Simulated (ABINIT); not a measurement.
# GaH3 (Pm-3m): from the cell to the phonon bands, part 2 of 5

How does GaH3 (Pm-3m) vibrate, and is this structure a minimum?

ABINIT 10.8.3; DFT PBE, scalar-relativistic, plane waves, PseudoDojo norm-conserving pseudopotentials.

So far. Step 5 (Relaxation): The volume changes by +0.6 % in this run and stands -28.7 % from the first cell. Step 6 (Ground state): The cell stands at -0.94 GPa: the relaxation ran with a smoothed and higher cutoff, and the difference is a stress of the finite basis. The relaxed cell has a = 3.501 Å (conventional setting).

The structure was built from a prototype and need not be the compound's stable phase.

## Step 7: Zone-centre response

At q = 0 one unit cell holds all displacements. The response is solved for single atoms along the cell's directions, and symmetry skips those that follow from others. The crystal is treated as a metal, which screens a static field, so no field response is asked.

The input, dfpt_gamma.abi:

```

# common to the responses
getwfk_filepath "gso_WFK"
kptopt 2
nqpt 1
qpt 0.0 0.0 0.0
asr 0
chneut 0

# displacements
rfphon 1
rfatpol 1 4
rfdir 1 1 1
tolvrs 1.0d-10
prtwf 0

# basis, mesh and filling
ecut 36.0
ngkpt 8 8 8
nshiftk 1
shiftk 0.0 0.0 0.0
istwfk *1
occopt 3
tsmear 0.01
nband 14
nstep 100
diemac 1000000.0
prtebands 0
prtgsr 0
useylm 1

# cell and atoms
acell 3*1.0 Angstrom
rprim 
    3.500721441 0.0 0.0
    0.0 3.500721441 0.0
    0.0 0.0 3.500721441
ntypat 2
znucl 31 1
natom 4
typat 1 2 2 2
xred 
    0.0 0.0 0.0
    0.5 0.0 0.0
    0.0 0.5 0.0
    0.0 0.0 0.5
pp_dirpath "./pseudo"
pseudos "Ga.upf, H.upf"
```

On the command line:

```sh
OMP_NUM_THREADS=1 mpirun -n 4 abinit dfpt_gamma.abi > dfpt_gamma.log
```

Numbers of over 12 decimals in the logs are rounded to 6 here.

dfpt_gamma.abo, the main output file:

```text
[banners, grids, parts of the stress and lines that vanish by symmetry left out]
- input  file    -> dfpt_gamma.abi
- output file    -> dfpt_gamma.abo
- root for input  files -> dfpt_gammai
- root for output files -> dfpt_gammao

 Symmetries : space group Pm -3 m (#221); Bravais cP (primitive cubic)
================================================================================
 Values of the parameters that define the memory need of the present run (RF).
     intxc =       0      iscf =       7    lmnmax =      18     lnmax =       6
     mgfft =      36  mpssoang =       3    mqgrid =    3001     natom =       4
  nloc_mem =       1    nspden =       1   nspinor =       1    nsppol =       1
      nsym =      48    n1xccc =    2501    ntypat =       2    occopt =       3
   xclevel =       2
-    mband =          14        mffmem =           1         mkmem =          65
-   mkqmem =          65        mk1mem =          65           mpw =        3016
      nfft =       46656          nkpt =         260
- my_mband =          14
================================================================================
================================================================================

--------------------------------------------------------------------------------
------------- Echo of variables that govern the present computation ------------
--------------------------------------------------------------------------------
-
- outvars: echo of selected default values
-   iomode0 =  0 , fftalg0 =312 , wfoptalg0 =  0
-
- outvars: echo of global parameters not present in the input file
-  max_nthreads =    1
-
 -outvars: echo values of preprocessed input variables
 [... echo left out ...]
================================================================================

 chkinp: Checking input parameters for consistency.

[...]
== DATASET  1 ==================================================================
-   mpi_nproc: 4, omp_nthreads: 1 (-1 if OMP is not activated)

--- !DatasetInfo
iteration_state: {dtset: 1, }
dimensions: {natom: 4, nkpt: 260, mband: 14, nsppol: 1, nspinor: 1, nspden: 1, mpw: 3016, }
cutoff_energies: {ecut:  36.0, pawecutdg:  -1.0, }
electrons: {nelect:   1.60000000E+01, charge:   0.00000000E+00, occopt:   3.00000000E+00, tsmear:   1.00000000E-02, }
meta: {optdriver: 1, rfphon: 1, }
...

 mkfilename: getwfk from: gso_WFK

 Real(R)+Recip(G) space primitive vectors, cartesian coordinates (Bohr,Bohr^-1):
 R(1)=  6.6154048  0.0000000  0.0000000  G(1)=  0.1511623  0.0000000  0.0000000
 R(2)=  0.0000000  6.6154048  0.0000000  G(2)=  0.0000000  0.1511623  0.0000000
 R(3)=  0.0000000  0.0000000  6.6154048  G(3)=  0.0000000  0.0000000  0.1511623
 Unit cell volume ucvol=  2.8951380E+02 bohr^3
 Angles (23,13,12)=  9.00000000E+01  9.00000000E+01  9.00000000E+01 degrees
 setup1 : take into account q-point for computing boxcut.

 getcut: wavevector=  0.0000  0.0000  0.0000  ngfft=  36  36  36
         ecut(hartree)=     36.000   => boxcut(ratio)=   2.01479

--- Pseudopotential description ------------------------------------------------
- pspini: atom type   1  psp file is ./pseudo/Ga.upf

- pspini: atom type   2  psp file is ./pseudo/H.upf

   4.12475040E+02                                ecore*ucvol(ha*bohr**3)
--------------------------------------------------------------------------------

 ==>  initialize data related to q vector <==

 The list of irreducible perturbations for this q vector is:
    1)    idir= 1    ipert=   1
    2)    idir= 1    ipert=   2
    3)    idir= 2    ipert=   2

[...]
The perturbation idir=   2  ipert=   1 is
 symmetric of a previously calculated perturbation.
 So, its SCF calculation is not needed.

 The perturbation idir=   3  ipert=   1 is
 symmetric of a previously calculated perturbation.
 So, its SCF calculation is not needed.

 The perturbation idir=   3  ipert=   2 is
 symmetric of a previously calculated perturbation.
 So, its SCF calculation is not needed.

 The perturbation idir=   1  ipert=   3 is
 symmetric of a previously calculated perturbation.
 So, its SCF calculation is not needed.

[...]
The perturbation idir=   2  ipert=   4 is
 symmetric of a previously calculated perturbation.
 So, its SCF calculation is not needed.

 The perturbation idir=   3  ipert=   4 is
 symmetric of a previously calculated perturbation.
 So, its SCF calculation is not needed.

--------------------------------------------------------------------------------
 Perturbation wavevector (in red.coord.)   0.000000  0.000000  0.000000
 Perturbation : displacement of atom   1   along direction   1
 Found     8 symmetries that leave the perturbation invariant.

[...]
dfpt_looppert : total number of electrons, from k and k+q
  fully or partially occupied states are    1.600000E+01 and    1.600000E+01.
 Initialisation of the first-order wave-functions :
  ireadwf=   0

--- !BeginCycle
iteration_state: {dtset: 1, }
solver: {iscf: 7, nstep: 100, nline: 4, wfoptalg: 0, }
tolerances: {tolvrs: 1.00E-10, }
...

     iter   2DEtotal(Ha)        deltaE(Ha) residm    vres2
-ETOT  1   12.615221466453     -2.657E+04 2.742E+01 2.784E+02
 ETOT  2   1.551625     -1.106E+01 8.311E-02 1.258E+02
 ETOT  3   1.506801     -4.482E-02 1.215E-04 9.333E+00
 ETOT  4   1.506804      2.316E-06 2.046E-05 4.321E+00
 ETOT  5   1.505070     -1.734E-03 7.488E-06 1.164E-01
[...]
At SCF step   10       vres2   =  5.07E-11 < tolvrs=  1.00E-10 =>converged.
[...]
Mean square residual over all n,k,spin=   11.573E-16; max=  12.653E-14

 Thirteen components of 2nd-order total energy (hartree) are
 1,2,3: 0th-order hamiltonian combined with 1st-order wavefunctions
     kin0=   3.25783439E+04 eigvalue=   1.81436111E+03  local=  -1.15446856E+04
 4,5,6: 1st-order hamiltonian combined with 1st and 0th-order wfs
 loc psp =  -5.17280234E+03  Hartree=   1.99866603E+03     xc=  -4.84183706E+02
 note that "loc psp" includes a xc core correction that could be resolved
 7,8,9: eventually, occupation + non-local contributions
    edocc=   1.63696528E+01     enl0=   2.20045910E+03   enl1=  -4.79858588E+04
 1-9 gives the relaxation energy (to be shifted if some occ is /=2.0)
   erelax=  -2.65793306E+04
 10,11,12 Non-relaxation  contributions : frozen-wavefunctions and Ewald
 fr.local=   2.50637041E+03 fr.nonlo=   2.40030724E+04  Ewald=   2.46943042E+01
 13,14 Frozen wf xc core corrections (1) and (2)
 frxc 1  =  -5.95745507E+02  frxc 2 =   6.42443999E+02
 Resulting in :
 2DEtotal=    0.1505032907E+01 Ha. Also 2DEtotal=    0.409540317354E+02 eV
    (2DErelax=   -2.6579330556E+04 Ha. 2DEnonrelax=    2.6580835589E+04 Ha)
    (  non-var. 2DEtotal :    1.5050341892E+00 Ha)

[...]
Perturbation wavevector (in red.coord.)   0.000000  0.000000  0.000000
 Perturbation : displacement of atom   2   along direction   1
 Found     8 symmetries that leave the perturbation invariant.

[...]
dfpt_looppert : total number of electrons, from k and k+q
  fully or partially occupied states are    1.600000E+01 and    1.600000E+01.
 Initialisation of the first-order wave-functions :
  ireadwf=   0

--- !BeginCycle
iteration_state: {dtset: 1, }
solver: {iscf: 7, nstep: 100, nline: 4, wfoptalg: 0, }
tolerances: {tolvrs: 1.00E-10, }
...

     iter   2DEtotal(Ha)        deltaE(Ha) residm    vres2
-ETOT  1   4.542025     -4.888E+01 5.868E-01 2.255E+03
[...]
At SCF step   10       vres2   =  8.84E-11 < tolvrs=  1.00E-10 =>converged.
[...]
Mean square residual over all n,k,spin=   40.538E-17; max=  43.033E-15

 Thirteen components of 2nd-order total energy (hartree) are
 1,2,3: 0th-order hamiltonian combined with 1st-order wavefunctions
     kin0=   4.81670488E+01 eigvalue=   1.80054151E+00  local=  -1.19633665E+01
 4,5,6: 1st-order hamiltonian combined with 1st and 0th-order wfs
 loc psp =  -7.17208223E+01  Hartree=   1.32738362E+01     xc=  -8.08954481E+00
 note that "loc psp" includes a xc core correction that could be resolved
 7,8,9: eventually, occupation + non-local contributions
    edocc=   7.91357539E+00     enl0=  -1.34887766E+00   enl1=  -2.77856036E+01
 1-9 gives the relaxation energy (to be shifted if some occ is /=2.0)
   erelax=  -4.97532129E+01
 10,11,12 Non-relaxation  contributions : frozen-wavefunctions and Ewald
 fr.local=  -2.87428935E+01 fr.nonlo=   1.22424735E+01  Ewald=   6.99225718E+01
 13,14 Frozen wf xc core corrections (1) and (2)
 frxc 1  =   0.00000000E+00  frxc 2 =   0.00000000E+00
 Resulting in :
 2DEtotal=    0.3668938883E+01 Ha. Also 2DEtotal=    0.998369130578E+02 eV
    (2DErelax=   -4.9753212903E+01 Ha. 2DEnonrelax=    5.3422151786E+01 Ha)
    (  non-var. 2DEtotal :    3.6689388472E+00 Ha)

[...]
Perturbation wavevector (in red.coord.)   0.000000  0.000000  0.000000
 Perturbation : displacement of atom   2   along direction   2
 Found     4 symmetries that leave the perturbation invariant.

--------------------------------------------------------------------------------

--------------------------------------------------------------------------------

 dfpt_looppert : total number of electrons, from k and k+q
  fully or partially occupied states are    1.600000E+01 and    1.600000E+01.
 Initialisation of the first-order wave-functions :
  ireadwf=   0

--- !BeginCycle
iteration_state: {dtset: 1, }
solver: {iscf: 7, nstep: 100, nline: 4, wfoptalg: 0, }
tolerances: {tolvrs: 1.00E-10, }
...

     iter   2DEtotal(Ha)        deltaE(Ha) residm    vres2
-ETOT  1  0.564539     -4.541E+01 6.845E-01 3.580E+02
[...]
ETOT  9  0.489932     -3.006E-12 5.801E-13 2.454E-10
 ETOT 10  0.489932     -8.811E-13 5.459E-14 5.739E-12

 At SCF step   10       vres2   =  5.74E-12 < tolvrs=  1.00E-10 =>converged.
[...]
Mean square residual over all n,k,spin=   83.985E-18; max=  54.588E-15

 Thirteen components of 2nd-order total energy (hartree) are
 1,2,3: 0th-order hamiltonian combined with 1st-order wavefunctions
     kin0=   4.74245086E+01 eigvalue=   1.94175666E+00  local=  -1.09117205E+01
 4,5,6: 1st-order hamiltonian combined with 1st and 0th-order wfs
 loc psp =  -6.43421936E+01  Hartree=   9.90455416E+00     xc=  -7.03073145E+00
 note that "loc psp" includes a xc core correction that could be resolved
 7,8,9: eventually, occupation + non-local contributions
    edocc=   4.80760398E+00     enl0=  -6.54073394E-01   enl1=  -2.66216025E+01
 1-9 gives the relaxation energy (to be shifted if some occ is /=2.0)
   erelax=  -4.54818980E+01
 10,11,12 Non-relaxation  contributions : frozen-wavefunctions and Ewald
 fr.local=   5.28379499E+01 fr.nonlo=   1.38484523E+01  Ewald=  -2.07145719E+01
 13,14 Frozen wf xc core corrections (1) and (2)
 frxc 1  =   0.00000000E+00  frxc 2 =   0.00000000E+00
 Resulting in :
 2DEtotal=    0.4899323003E+00 Ha. Also 2DEtotal=    0.133317370575E+02 eV
    (2DErelax=   -4.5481898004E+01 Ha. 2DEnonrelax=    4.5971830304E+01 Ha)
    (  non-var. 2DEtotal :    4.8993229554E-01 Ha)

[...]
---- first-order wavefunction calculations are completed ----

 ==> Compute Derivative Database <==

 [... matrices left out ...]
  Phonon wavevector (reduced coordinates) :  0.00000  0.00000  0.00000
 Phonon energies in Hartree :
  -2.211962E-05 -2.211962E-05 -2.211962E-05  1.466470E-03  1.466470E-03
   1.466470E-03  2.331474E-03  2.331474E-03  2.331474E-03  7.106253E-03
   7.106253E-03  7.106253E-03
 Phonon frequencies in cm-1    :
- -4.854696E+00 -4.854696E+00 -4.854695E+00  3.218529E+02  3.218529E+02
-  3.218529E+02  5.116995E+02  5.116995E+02  5.116995E+02  1.559642E+03
-  1.559642E+03  1.559642E+03

== END DATASET(S) ==============================================================
================================================================================

 -outvars: echo values of variables after computation
            acell      1.8897261259E+00  1.8897261259E+00  1.8897261259E+00 Bohr
           etotal      4.8993230029E-01
            fcart      0.0000000000E+00  0.0000000000E+00  0.0000000000E+00
           strten      0.0000000000E+00  0.0000000000E+00  0.0000000000E+00
================================================================================
```

Elapsed: 80 s, on 4 MPI ranks of Arm Neoverse V1, shared host; 5.3 min of CPU time.

This step gave:

```
largest acoustic frequency at the zone centre before the sum rule : -4.85 cm⁻¹
highest optical zone-centre mode (no LO-TO term)                  : 1560 cm⁻¹
lowest optical zone-centre mode                                   : 321.9 cm⁻¹
```

The acoustic modes at Γ come out as far as 4.8 cm⁻¹ from zero, where they should vanish, a small numerical error.

(Part 2 of 5 ends here.)

[Host names and launcher messages were left out of these logs when they were recorded.]

[Logs are printed without paths, hosts, clocks, repeated set-up lines and the standing remarks that a program may print on its own settings, such as how far it seeks lower states.]

[Hosts, paths, dates, database ids (printed as entryN), source tags and the programs' standing remarks are cut or masked in the printed files.]
